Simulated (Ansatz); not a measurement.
# Amorphous C: valence band and core levels, part 2 of 3

How wide do site differences make the core lines of amorphous C?

Ansatz 0.2.0; DFT, PBE, plane-wave PAW, default files, scalar-relativistic.

So far. Step 4 (Dynamics at 300 K): Beyond half the shortest lattice vector, 3.1 Å, g(r) counts periodic images.

## (5) Relaxation

The atoms that the input leaves free are moved downhill until their forces fall under the threshold; the cell stays fixed.

The quenched cell is relaxed to a local minimum.

File input.yaml:

```yaml
crystal:
  lattice:
    - [6.1281413518, 0.0, 0.0]
    - [0.0, 6.1281413518, 0.0]
    - [0.0, 0.0, 6.1281413518]
  atoms:
    - { symbol: C, position: [0.6196179088, 1.0775687274, 0.0161929869] }
    - { symbol: C, position: [1.0210396107, 0.6333622065, 0.2418355673] }
    - { symbol: C, position: [0.3352461798, 0.9589228242, 0.2908372094] }
    - { symbol: C, position: [0.4433578824, 0.9343970783, 0.0779541893] }
    - { symbol: C, position: [0.7976495519, 0.4879159044, -0.0343408882] }
    - { symbol: C, position: [0.3502291988, 0.2482344038, 0.5815926065] }
    - { symbol: C, position: [0.4131719368, 0.6314460638, 0.7669945536] }
    - { symbol: C, position: [0.4831207535, 0.39613751, 0.7198109745] }
[... 18 atom lines left out ...]
    - { symbol: C, position: [0.6435047489, 0.2892208549, -0.1249456656] }
    - { symbol: C, position: [1.0481072732, 0.4777453047, 0.6061194118] }
    - { symbol: C, position: [0.9751675698, 0.2192321703, 0.1692205773] }
    - { symbol: C, position: [1.1278686616, 0.2734021652, 0.5299130886] }
kpoints:
  mp_grid: { grid: [2, 2, 2] }
scf:
  occupations: { method: fermi_dirac, width: 0.03 }
  n_extra_bands: 23
hamiltonian:
  xc: pbe
  pseudopotentials: { kind: paw }
output:
  forces: true
relax:
  f_tol: 0.05
  max_steps: 60
```

Started as:

```
$ ansatz run input.yaml --threads 8 --pin off --max-ram 40960MiB --backend cuda --events-out ev --progress --plain --runs-dir out
```

The job ended after 2.8 s (1 × NVIDIA GB200 with 8 threads of Arm Neoverse V2, shared host; peak memory 1.1 GiB; 7.6 s of CPU time).

Step by step:

```
step  energy less that of the first step (eV)  largest force component (eV/Å)
   1                                   0.0000                          5.1063
   2                                  -1.9370                          2.1490
   3                                  -2.9097                          2.0212
   4                                  -3.1782                          0.8962
   5                                  -3.2988                          0.5018
   6                                  -3.3484                          0.4110
   7                                  -3.3662                          0.2034
   8                                  -3.3697                          0.0964
   9                                  -3.3703                          0.0732
  10                                  -3.3705                          0.0120
```

The atoms that moved most (Å):

```
atom      dx      dy      dz  length
 C28  -0.099   0.111  -0.367   0.396
  C3  -0.239   0.100   0.132   0.291
  C2   0.046  -0.145   0.232   0.277
 C15   0.220  -0.075  -0.049   0.238
 C19   0.016   0.153  -0.150   0.215
  C1  -0.008   0.091   0.166   0.190
  C4  -0.039   0.157   0.083   0.182
 C29   0.080  -0.134  -0.038   0.161
```

The relaxed structure:

```cif
data_structure
_symmetry_space_group_name_H-M 'P 1'
_symmetry_Int_Tables_number 1
_cell_length_a 6.1281
_cell_length_b 6.1281
_cell_length_c 6.1281
_cell_angle_alpha 90.000
_cell_angle_beta 90.000
_cell_angle_gamma 90.000
_cell_volume 230.14
loop_
_atom_site_label
_atom_site_type_symbol
_atom_site_fract_x
_atom_site_fract_y
_atom_site_fract_z
_atom_site_occupancy
C1 C 0.61832 0.09245 0.04330 1
C2 C 0.02856 0.60974 0.27963 1
C3 C 0.29632 0.97531 0.31239 1
C4 C 0.43704 0.96008 0.09155 1
C5 C 0.81102 0.48189 0.95020 1
C6 C 0.34367 0.24357 0.60352 1
C7 C 0.40536 0.63050 0.76668 1
C8 C 0.47458 0.39574 0.73727 1
C9 C 0.67920 0.05952 0.51663 1
C10 C 0.96048 0.81311 0.65973 1
C11 C 0.23695 0.73015 0.36659 1
C12 C 0.19192 0.68455 0.61152 1
C13 C 0.75812 0.13454 0.72464 1
C14 C 0.61120 0.56130 0.59869 1
C15 C 0.07435 0.10589 0.36559 1
C16 C 0.45626 0.07494 0.48210 1
C17 C 0.86850 0.00555 0.05442 1
C18 C 0.89946 0.98724 0.81484 1
C19 C 0.40166 0.61329 0.25222 1
C20 C 0.98719 0.41388 0.11035 1
C21 C 0.86459 0.79770 0.21599 1
C22 C 0.47085 0.72014 0.03569 1
C23 C 0.69470 0.64061 0.12279 1
C24 C 0.87580 0.93033 0.43627 1
C25 C 0.58868 0.54927 0.34421 1
C26 C 0.84109 0.58483 0.69560 1
C27 C 0.64954 0.28981 0.88525 1
C28 C 0.03190 0.49591 0.54627 1
C29 C 0.98815 0.19729 0.16308 1
C30 C 0.13638 0.27888 0.52767 1
```

Numbers from this step:

| Property | Result |
| --- | --- |
| free energy | -7504.5878 eV |
| Fermi energy | 9.257 eV |
| gap by band count | 0.5875 eV |

The relaxation ends 112 meV an atom lower, with a largest force component of 0.012 eV/Å.

## (6) Valence states

First the ground state, then the DOS by atom and shell, which the cross sections turn into spectra.

File input.yaml:

```yaml
crystal:
  lattice:
    - [6.1281413518, 0.0, 0.0]
    - [0.0, 6.1281413518, 0.0]
    - [0.0, 0.0, 6.1281413518]
  atoms:
    - { symbol: C, position: [0.6183237674, 1.0924455093, 0.0432977259] }
    - { symbol: C, position: [1.0285574946, 0.6097421049, 0.2796261518] }
    - { symbol: C, position: [0.2963233232, 0.9753128209, 0.312393296] }
    - { symbol: C, position: [0.4370353637, 0.960081082, 0.0915500379] }
    - { symbol: C, position: [0.8110215079, 0.4818916664, -0.0497962164] }
    - { symbol: C, position: [0.3436665283, 0.2435685483, 0.6035221278] }
    - { symbol: C, position: [0.4053605537, 0.6305029404, 0.7666750695] }
    - { symbol: C, position: [0.4745847417, 0.3957448954, 0.7372698375] }
[... 18 atom lines left out ...]
    - { symbol: C, position: [0.6495402357, 0.2898142623, -0.1147494084] }
    - { symbol: C, position: [1.0319029816, 0.4959062598, 0.5462749069] }
    - { symbol: C, position: [0.9881455764, 0.1972865968, 0.1630848902] }
    - { symbol: C, position: [1.1363765856, 0.2788753271, 0.5276708442] }
kpoints:
  mp_grid: { grid: [2, 2, 2] }
scf:
  occupations: { method: fermi_dirac, width: 0.03 }
  n_extra_bands: 23
hamiltonian:
  xc: pbe
  pseudopotentials: { kind: paw }
output:
  forces: true
  stress: true
  efg: { contact_densities: true }
  dos:
    projected:
      site_lists:
        C: [0, 1, 2, 3, 4, 5, 6, 7, 8, 9, 10, 11, 12, 13, 14, 15, 16, 17, 18, 19, 20, 21, 22, 23, 24, 25, 26, 27, 28, 29]
    de: 0.05
    e_range: [-30, 12]
    method: { smearing: { sigma: 0.15, scheme: gaussian } }
```

It took 2.2 s on 1 × NVIDIA GB200 with 8 threads; peak memory 1.2 GiB; 7.8 s of CPU time.

A gap read on the k-mesh alone can miss the band edges.

This step gave:

```yaml
pressure: -10.25 GPa
gap_on_the_k_mesh: 0.5875 eV
zero_of_energy: valence-band maximum
share_of_occupied_states_in_no_projected_shell: 0.0041 of the occupied states in the window
```

The DOS has structure finer than the step of the table below, so its rows give means over 1 eV, whole bins alone (the curve runs from -22.5 to 7.36 eV). Peaks (eV: height): total -8.0: 11.5, -6.7: 11.4, -6.0: 11.1, -5.3: 12.5, -4.3: 12.2, 6.1: 11.0, 7.2: 11.7; C 2p -8.0: 9.85, -7.5: 8.16, -6.7: 10.1, -6.0: 10.2, -5.3: 11.7, -4.3: 11.6, -2.6: 8.20; C 2s -19.7: 4.30, -18.4: 2.94, -17.1: 2.90, -15.9: 3.68, -14.3: 3.30, -13.4: 3.16, -12.7: 2.78.

DOS against E, zero at the valence-band maximum; means over each step; values in states/eV/cell:

```
E (eV)  total    C 2p    C 2s
   -22      0       0       0
   -21  0.206  0.0107   0.193
   -20   3.07   0.737    2.30
   -19   2.99   0.967    1.99
   -18   3.93    1.46    2.44
   -17   3.71    1.48    2.20
   -16   4.35    1.86    2.45
   -15   4.08    1.86    2.18
   -14   4.64    2.29    2.31
   -13   5.01    2.68    2.29
   -12   5.20    3.16    2.00
   -11   5.40    3.68    1.68
   -10   6.16    4.61    1.50
    -9   5.33    4.40   0.890
    -8   8.94    7.65    1.23
    -7   9.05    7.99   1.000
    -6   9.92    9.07   0.799
    -5   10.4    9.77   0.601
    -4   9.84    9.34   0.463
    -3   7.60    7.21   0.358
    -2   5.32    5.06   0.229
    -1   3.89    3.65   0.204
     0   1.08    1.01  0.0511
     1   3.16    2.89   0.206
     2   4.31    3.72   0.432
     3   4.02    3.30   0.532
     4   5.10    3.70    1.06
     5   7.35    4.88    1.82
     6   8.85    5.58    2.18
```

This run's widths, added to any smearing of the DOS itself: Gaussian 0.6 eV, Lorentzian 0.2 eV plus 0.05 an eV of depth. The intensity by binding energy, zero at the valence-band maximum; values in % of the maximum within 13 eV:

```
binding energy (eV)  21.2 eV  60 eV  1486.7 eV  8047.8 eV  9251.7 eV
                 -1     2.22   2.44       1.66       1.39       1.38
                  0     13.4   13.4       6.05       4.34       4.29
                  1     37.6   37.1       16.3       11.6       11.4
                  2     55.8   54.6       22.1       15.0       14.7
                  3     74.5   73.1       30.7       21.2       20.9
                  4     91.7   90.0       38.2       26.5       26.1
                  5     97.6   96.9       45.9       33.7       33.3
                  6     93.1   94.5       54.3       43.1       42.8
                  7     81.5   85.4       60.0       50.8       50.5
                  8     73.9   79.9       66.1       58.2       57.9
                  9     51.1   58.6       58.3       53.2       53.1
                 10     44.8   57.6       74.1       70.5       70.4
                 11     24.3   51.5       80.6       78.5       78.4
                 12        -   50.9       94.1       93.1       93.0
                 13        -   47.3        100        100        100
                 14        -   44.2        102        102        102
                 15        -   42.2        104        105        105
                 16        -   39.8        103        104        104
                 17        -   35.6       96.2       97.8       97.9
                 18        -   34.5       97.7       99.6       99.7
                 19        -   29.5       88.5       90.5       90.5
                 20        -   22.7       72.6       74.5       74.5
                 21        -   8.76       27.8       28.5       28.5
                 22        -   3.69       10.8       11.1       11.1
```

Maxima picked by a test of local sharpness, so broad peaks and shoulders can be missing; peaks within 0.45 eV of a curve's cut are left out. Valence peaks, by row:

```
photon energy (eV)  binding energy (eV)  height (% of the maximum within 13 eV)  main shell  its share (%)
              21.2                5.361                                     100        C 2p           98.6
              21.2                4.461                                    97.3        C 2p          98.92
                60                17.31                                   35.89        C 2s          61.34
                60                11.36                                   52.09        C 2p          64.85
                60                9.761                                   58.99        C 2p          75.25
                60                5.411                                     100        C 2p          92.25
              1487                17.56                                      99        C 2s          97.46
              1487                15.61                                   106.4        C 2s          96.83
              1487                14.56                                     104        C 2s          96.32
              1487                13.46                                   101.8        C 2s          95.67
              1487                10.06                                    74.3        C 2s          89.58
              1487                8.011                                   66.14        C 2s             81
              1487                6.861                                   60.23        C 2s          76.25
              8048                17.56                                   100.8        C 2s          99.49
              8048                15.66                                   107.8        C 2s          99.37
              8048                8.061                                   58.28        C 2s          95.65
              9252                17.56                                   100.9        C 2s          99.56
              9252                15.66                                   107.9        C 2s          99.45
              9252                8.061                                   58.02        C 2s           96.2
```

Shapes are the site's partial DOS without matrix elements, which overweights lines from ligand s bands. The intensity by emission energy less the core level's binding energy, zero at the valence-band maximum; read off at these points; values in % of the unpolarised maximum:

```
emission energy less the core level's binding energy (eV)   C K  C K, E along x  C K, E along y  C K, E along z
                                                    -22.0  1.16            1.18            1.14            1.17
                                                    -21.0  2.35            2.37            2.29            2.38
                                                    -20.0  6.65            6.72            6.42            6.81
                                                    -19.0  10.0            10.0            9.93            10.2
                                                    -18.0  13.4            13.7            13.3            13.0
                                                    -17.0  14.8            15.6            14.2            14.6
                                                    -16.0  17.9            18.9            18.7            16.0
                                                    -15.0  20.1            21.3            20.1            19.0
                                                    -14.0  22.7            23.5            22.1            22.7
                                                    -13.0  26.6            26.8            28.6            24.3
                                                    -12.0  32.4            33.0            31.3            32.9
                                                    -11.0  36.3            36.4            35.8            36.6
                                                    -10.0  45.5            44.9            46.0            45.7
                                                     -9.0  48.8            46.2            48.4            51.8
                                                     -8.0  73.3            74.4            70.3            75.1
                                                     -7.0  79.4            81.9            75.5            80.7
                                                     -6.0  91.1            93.7            87.7            92.0
                                                     -5.5  99.1            99.9            97.1             100
                                                     -5.3  99.6            97.4            99.8             102
                                                     -5.0  95.7            89.8            99.7            97.7
                                                     -4.4  97.4            93.9             101            97.0
                                                     -4.0  91.1            87.5            93.9            91.9
                                                     -3.0  73.6            67.9            86.4            66.4
                                                     -2.0  54.3            64.9            51.4            46.5
                                                     -1.0  36.3            36.6            36.2            36.3
                                                      0.0  12.5            13.5            10.4            13.7
                                                      1.0  1.49            1.52            1.48            1.47
```

Window up to 7.4 eV. Shell moments, by row:

```
element  shell  occupied states an atom  centre of occupied part (eV)  rms width of occupied part (eV)  centre up to the window's top (eV)  rms width up to the window's top (eV)
      C     2s                   0.9789                        -13.51                            4.642                              -9.387                                  8.816
      C     2p                    2.995                        -7.413                            4.472                              -4.463                                  6.503
```

The broadened DOS, unweighted empty DOS by E, zero at the valence-band maximum; read off at these points:

```
E (eV)  broadened DOS, unweighted empty DOS (states/eV/cell)
 -0.94                                                     0
 -0.64                                                3.3e-5
 -0.44                                                7.1e-4
 -0.14                                                0.0263
 -0.04                                                0.0686
  0.16                                                 0.329
  0.36                                                  1.01
  0.66                                                  2.59
  0.96                                                  3.25
  1.16                                                  3.07
  1.46                                                  2.65
  1.76                                                  3.04
  1.96                                                  4.05
  2.26                                                  5.44
  2.36                                                  5.49
  2.56                                                  4.88
  2.76                                                  3.98
  3.06                                                  3.81
  3.26                                                  4.46
  3.56                                                  5.12
  3.86                                                  4.81
  4.06                                                  4.89
  4.36                                                  5.11
  4.66                                                  5.42
  4.86                                                  6.44
  5.16                                                  8.50
  5.46                                                  9.55
  5.56                                                  9.60
  5.66                                                  9.57
  5.96                                                  9.34
  6.26                                                  8.50
  6.46                                                  8.30
  6.76                                                  9.17
```

Recipe: projected DOS times atomic cross section and asymmetry factor (unpolarised light, 45° from the beam), occupied states only, Fermi edge at 300 K, a Lorentzian width of 0.2 eV growing by 0.05 eV per eV of binding energy, and a resolution of 0.6 eV. Curves are cut 10 eV under the photon energy, above any shell that the free atom's threshold puts out of reach, or at the lower edge of the window: 11.2 eV at 21.2 eV, 22.6 eV at 60 eV, 22.6 eV at 1486.7 eV, 22.6 eV at 8047.8 eV and 22.6 eV at 9251.7 eV. Matrix elements of the solid and inelastic losses aren't modelled, nor non-dipole terms, which matter above 3 keV.

How the area divides among the shells (%):

```
shell  21.2 eV  60 eV  1486.7 eV  8047.8 eV  9251.7 eV
 C 2s      2.2   25.8       89.1       97.7       98.0
 C 2p     97.8   74.2       10.9        2.3        2.0
```

The largest force component on a free atom is 0.012 eV/Å, so the atoms are at rest for these settings too.

[end of part 2 of 3]

[Logs are printed without paths, hosts, clocks, repeated set-up lines and the standing remarks that a program may print on its own settings, such as how far it seeks lower states.]

[Hosts, paths, dates, database ids (printed as entryN), source tags and the programs' standing remarks are cut or masked in the printed files.]

[Maps of the electrostatic potential energy from Ansatz leave out the sawtooth potential of an applied field or a dipole correction, so their vacuum need not be flat; work functions include it.]
